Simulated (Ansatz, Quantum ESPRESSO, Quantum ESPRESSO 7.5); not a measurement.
**Evanescent states of MgS, rock salt type, lattice constant set to 5.23 Å**

Aim: how fast states decay in the gap of MgS, rock salt type, lattice constant set to 5.23 Å.

Program: Quantum ESPRESSO 7.5. Level of theory: plane-wave DFT, PBE, SG15 norm-conserving pseudopotentials (cross-check by Ansatz 0.2.0 with PAW datasets). Results are calculated unless marked as measured.

The structure was built from a prototype and need not be the compound's stable phase.

## (1) The starting structure

Symmetry: Fm-3m, No. 225, cubic system. The conventional cell has a = 5.230 Å, b = 5.230 Å, c = 5.230 Å, α = 90.00°, β = 90.00°, γ = 90.00°. Mg has 6 S at 2.62 Å nearest. S has 6 Mg at 2.62 Å nearest. Farther neighbours and most contacts between anions are not listed.

Coordinates:

```cif
data_structure
_symmetry_space_group_name_H-M 'P 1'
_symmetry_Int_Tables_number 1
_cell_length_a 3.6982
_cell_length_b 3.6982
_cell_length_c 5.2300
_cell_angle_alpha 90.000
_cell_angle_beta 90.000
_cell_angle_gamma 90.000
_cell_volume 71.53
loop_
_atom_site_label
_atom_site_type_symbol
_atom_site_fract_x
_atom_site_fract_y
_atom_site_fract_z
_atom_site_occupancy
Mg1 Mg 0.00000 0.00000 0.00000 1
S2 S 0.50000 0.50000 0.00000 1
Mg3 Mg 0.50000 0.50000 0.50000 1
S4 S 0.00000 0.00000 0.50000 1
```

## (2) Self-consistent run

pwcond needs a cell whose third axis lies along the current and stands perpendicular to the other two.

File scf.in:

```
&control
  prefix = 'scf'
  outdir = './out'
  pseudo_dir = './pseudo'
  calculation = 'scf'
  tprnfor = .true.
/
&system
  ibrav = 0
  nat = 4
  ntyp = 2
  ecutwfc = 60
  ecutrho = 240
  occupations = 'fixed'
  nbnd = 20
/
&electrons
  conv_thr = 1e-09
  mixing_beta = 0.6
  electron_maxstep = 120
/
ATOMIC_SPECIES
  Mg  24.3050  Mg_ONCV_PBE-1.2.upf
  S   32.0600  S_ONCV_PBE-1.2.upf
CELL_PARAMETERS angstrom
  3.69816846560564 0.00000000000000 0.00000000000000
  0.00000000000000 3.69816846560564 0.00000000000000
  0.00000000000000 0.00000000000000 5.23000000000000
ATOMIC_POSITIONS crystal
  Mg  0.000000000000 0.000000000000 0.000000000000
  S   0.500000000000 0.500000000000 0.000000000000
  Mg  0.500000000000 0.500000000000 0.500000000000
  S   0.000000000000 0.000000000000 0.500000000000
K_POINTS automatic
  6 6 6 0 0 0
```

Started as:

```console
$ OMP_NUM_THREADS=1 mpirun -n 2 pw.x -nk 2 -in scf.in > scf.out
```

The log of the run:

```text
Program PWSCF v.7.5 starts
[citation notice left out]

     Parallel version (MPI & OpenMP), running on       2 processor cores
     Number of MPI processes:                 2
     Threads/MPI process:                     1

     MPI processes distributed on     1 nodes
[...]
Current dimensions of program PWSCF are:
     Max number of different atomic species (ntypx) = 10
     Max number of k-points (npk) =  40000
     Max angular momentum in pseudopotentials (lmaxx) =  4
     Found identity + ( -0.5000 -0.5000 -0.5000) symmetry
     This is a supercell, fractional translations are disabled
     Message from routine setup:
     using ibrav=0 with symmetry is DISCOURAGED, use correct ibrav instead

     K-points division:     npool     =       2
     Subspace diagonalization in iterative solution of the eigenvalue problem:
     a serial algorithm will be used

     G-vector sticks info
     --------------------
     sticks:   dense  smooth     PW     G-vecs:    dense   smooth      PW
     Sum         941     941    277                30245    30245    4895

     Using Slab Decomposition

     bravais-lattice index     =            0
     lattice parameter (alat)  =       6.9885  a.u.
     unit-cell volume          =     482.6937 (a.u.)^3
     number of atoms/cell      =            4
     number of atomic types    =            2
     number of electrons       =        32.00
     number of Kohn-Sham states=           20
     kinetic-energy cutoff     =      60.0000  Ry
     charge density cutoff     =     240.0000  Ry
     scf convergence threshold =      1.0E-09
     mixing beta               =       0.6000
     number of iterations used =            8  plain     mixing
     Exchange-correlation= PBE
                           (   1   4   3   4   0   0   0)

     celldm(1)=   6.988526  celldm(2)=   0.000000  celldm(3)=   0.000000
     celldm(4)=   0.000000  celldm(5)=   0.000000  celldm(6)=   0.000000

     crystal axes: (cart. coord. in units of alat)
               a(1) = (   1.000000   0.000000   0.000000 )
               a(2) = (   0.000000   1.000000   0.000000 )
               a(3) = (   0.000000   0.000000   1.414214 )

     reciprocal axes: (cart. coord. in units 2 pi/alat)
               b(1) = (  1.000000  0.000000  0.000000 )
               b(2) = (  0.000000  1.000000  0.000000 )
               b(3) = (  0.000000  0.000000  0.707107 )

     PseudoPot. # 1 for Mg read from file:
     ./pseudo/Mg_ONCV_PBE-1.2.upf
     Pseudo is Norm-conserving, Zval = 10.0
     Generated using ONCVPSP code by D. R. Hamann
     Using radial grid of  602 points,  4 beta functions with:
                l(1) =   0
                l(2) =   0
                l(3) =   1
                l(4) =   1

     PseudoPot. # 2 for S  read from file:
     ./pseudo/S_ONCV_PBE-1.2.upf
     Pseudo is Norm-conserving, Zval =  6.0
     Generated using ONCVPSP code by D. R. Hamann
     Using radial grid of  602 points,  4 beta functions with:
                l(1) =   0
                l(2) =   0
                l(3) =   1
                l(4) =   1

     atomic species   valence    mass     pseudopotential
     Mg               10.00    24.30500     Mg( 1.00)
     S                 6.00    32.06000     S ( 1.00)

     16 Sym. Ops., with inversion, found

   Cartesian axes

     site n.     atom                  positions (alat units)
         1        Mg     tau(   1) = (   0.0000000   0.0000000   0.0000000  )
         2        S      tau(   2) = (   0.5000000   0.5000000   0.0000000  )
         3        Mg     tau(   3) = (   0.5000000   0.5000000   0.7071068  )
         4        S      tau(   4) = (   0.0000000   0.0000000   0.7071068  )

     number of k points=    40
                       cart. coord. in units 2pi/alat
        k(    1) = (   0.0000000   0.0000000   0.0000000), wk =   0.0092593
        k(    2) = (   0.0000000   0.0000000   0.1178511), wk =   0.0185185
        k(    3) = (   0.0000000   0.0000000   0.2357023), wk =   0.0185185
        k(    4) = (   0.0000000   0.0000000  -0.3535534), wk =   0.0092593
        k(    5) = (   0.0000000   0.1666667   0.0000000), wk =   0.0370370
        k(    6) = (   0.0000000   0.1666667   0.1178511), wk =   0.0740741
        k(    7) = (   0.0000000   0.1666667   0.2357023), wk =   0.0740741
        k(    8) = (   0.0000000   0.1666667  -0.3535534), wk =   0.0370370
        k(    9) = (   0.0000000   0.3333333   0.0000000), wk =   0.0370370
        k(   10) = (   0.0000000   0.3333333   0.1178511), wk =   0.0740741
[...]
k(   40) = (  -0.5000000  -0.5000000  -0.3535534), wk =   0.0092593

     Dense  grid:    30245 G-vectors     FFT dimensions: (  36,  36,  50)

     Estimated max dynamical RAM per process >      49.49 MB

     Estimated total dynamical RAM >      91.60 MB

     Initial potential from superposition of free atoms

     starting charge      31.8485, renormalised to      32.0000
     Starting wfcs are random

     total cpu time spent up to now is        1.3 secs

     per-process dynamical memory:    43.2 Mb

     Self-consistent Calculation

     iteration #  1     ecut=    60.00 Ry     beta= 0.60
     Davidson diagonalization with overlap
     ethr =  1.00E-02,  avg # of iterations =  8.4

     Threshold (ethr) on eigenvalues was too large:
     Diagonalizing with lowered threshold

     Davidson diagonalization with overlap
     ethr =  6.25E-04,  avg # of iterations =  2.2

     total cpu time spent up to now is       12.3 secs

     total energy              =    -258.58226540 Ry
     estimated scf accuracy    <       0.19815194 Ry

     iteration #  2     ecut=    60.00 Ry     beta= 0.60
[...]
total energy              =    -258.62969796 Ry
     estimated scf accuracy    <       0.01306626 Ry

     iteration #  3     ecut=    60.00 Ry     beta= 0.60
[...]
total energy              =    -258.63129390 Ry
     estimated scf accuracy    <       0.00115320 Ry

     iteration #  4     ecut=    60.00 Ry     beta= 0.60
[...]
total energy              =    -258.63137950 Ry
     estimated scf accuracy    <       0.00003900 Ry

     iteration #  5     ecut=    60.00 Ry     beta= 0.60
[...]
total energy              =    -258.63138907 Ry
     estimated scf accuracy    <       0.00000084 Ry

     iteration #  6     ecut=    60.00 Ry     beta= 0.60
[...]
total energy              =    -258.63138937 Ry
     estimated scf accuracy    <       0.00000006 Ry

     iteration #  7     ecut=    60.00 Ry     beta= 0.60
[...]
total energy              =    -258.63138939 Ry
     estimated scf accuracy    <          3.2E-09 Ry

     iteration #  8     ecut=    60.00 Ry     beta= 0.60
[...]
total energy              =    -258.63138939 Ry
     estimated scf accuracy    <          2.4E-09 Ry

     iteration #  9     ecut=    60.00 Ry     beta= 0.60
[...]
total energy              =    -258.63138939 Ry
     estimated scf accuracy    <          1.0E-09 Ry

     iteration # 10     ecut=    60.00 Ry     beta= 0.60
[...]
End of self-consistent calculation

          k = 0.0000 0.0000 0.0000 (  3785 PWs)   bands (ev):

   -68.2427 -68.2420 -34.9803 -34.9773 -34.9773 -34.9751 -34.9751 -34.9748
    -6.0315  -4.4085   2.4432   4.9030   4.9030   6.5471   6.5474   6.5474
     9.3135  10.1322  11.0222  14.5504

          k = 0.0000 0.0000 0.1179 (  3781 PWs)   bands (ev):

   -68.2425 -68.2421 -34.9799 -34.9772 -34.9772 -34.9752 -34.9752 -34.9752
    -5.9429  -4.5461   2.6454   4.9876   4.9876   6.0287   6.3982   6.3982
     9.6014  10.7302  11.1610  14.0575

          k = 0.0000 0.0000 0.2357 (  3808 PWs)   bands (ev):

   -68.2425 -68.2423 -34.9790 -34.9768 -34.9768 -34.9763 -34.9756 -34.9756
    -5.6900  -4.8932   3.2058   5.0283   5.2319   5.2319   6.0318   6.0318
    10.4115  11.5737  11.7572  13.1217

          k = 0.0000 0.0000-0.3536 (  3848 PWs)   bands (ev):

   -68.2426 -68.2426 -34.9776 -34.9776 -34.9762 -34.9762 -34.9762 -34.9762
    -5.3142  -5.3142   4.0323   4.0323   5.6028   5.6028   5.6028   5.6028
    11.5081  11.5081  12.2426  12.2426

          k = 0.0000 0.1667 0.0000 (  3779 PWs)   bands (ev):

   -68.2425 -68.2421 -34.9798 -34.9780 -34.9771 -34.9760 -34.9752 -34.9751
    -5.8567  -4.3952   2.6642   4.0348   5.0484   5.4555   6.2340   6.5106
     9.9838  11.1090  12.1093  14.0254

          k = 0.0000 0.1667 0.1179 (  3787 PWs)   bands (ev):

   -68.2425 -68.2421 -34.9797 -34.9776 -34.9770 -34.9765 -34.9753 -34.9751
    -5.7734  -4.5117   2.7151   4.2807   4.9384   5.1269   6.3850   6.3852
    10.2338  11.2549  12.2272  14.2064

[...]
highest occupied, lowest unoccupied level (ev):     6.5474    9.3135

!    total energy              =    -258.63138939 Ry
     estimated scf accuracy    <          2.0E-12 Ry

     The total energy is the sum of the following terms:
     one-electron contribution =    -137.60998263 Ry
     hartree contribution      =      68.68115372 Ry
     xc contribution           =     -37.05887694 Ry
     ewald contribution        =    -152.64368353 Ry

     convergence has been achieved in  10 iterations

     Forces acting on atoms (cartesian axes, Ry/au):

     atom    1 type  1   force =     0.00000000    0.00000000    0.00000000
     atom    2 type  2   force =     0.00000000    0.00000000    0.00000000
     atom    3 type  1   force =     0.00000000    0.00000000    0.00000000
     atom    4 type  2   force =     0.00000000    0.00000000    0.00000000

     Total force =     0.000000     Total SCF correction =     0.000000

[...]
=------------------------------------------------------------------------------=
   JOB DONE.
=------------------------------------------------------------------------------=
```

Elapsed: 43 s, on 2 MPI ranks of Arm Neoverse N1, shared host; peak memory 0.18 GiB.

Read from the output:

| Item | Value |
| --- | --- |
| free energy | -3518.8593 eV |
| valence top, on the run's zero | 6.547 eV |
| conduction bottom, on the run's zero | 9.313 eV |
| gap by band count | 2.766 eV |

The run needed 10 iterations to bring the estimated error under 1e-09 Ry.

[end of part 1 of 3]

[Logs are printed without paths, hosts, clocks, repeated set-up lines and the standing remarks that a program may print on its own settings, such as how far it seeks lower states.]

[Hosts, paths, dates, database ids (printed as entryN), source tags and the programs' standing remarks are cut or masked in the printed files.]

[Maps of the electrostatic potential energy from Ansatz leave out the sawtooth potential of an applied field or a dipole correction, so their vacuum need not be flat; planar profiles and work functions include it.]
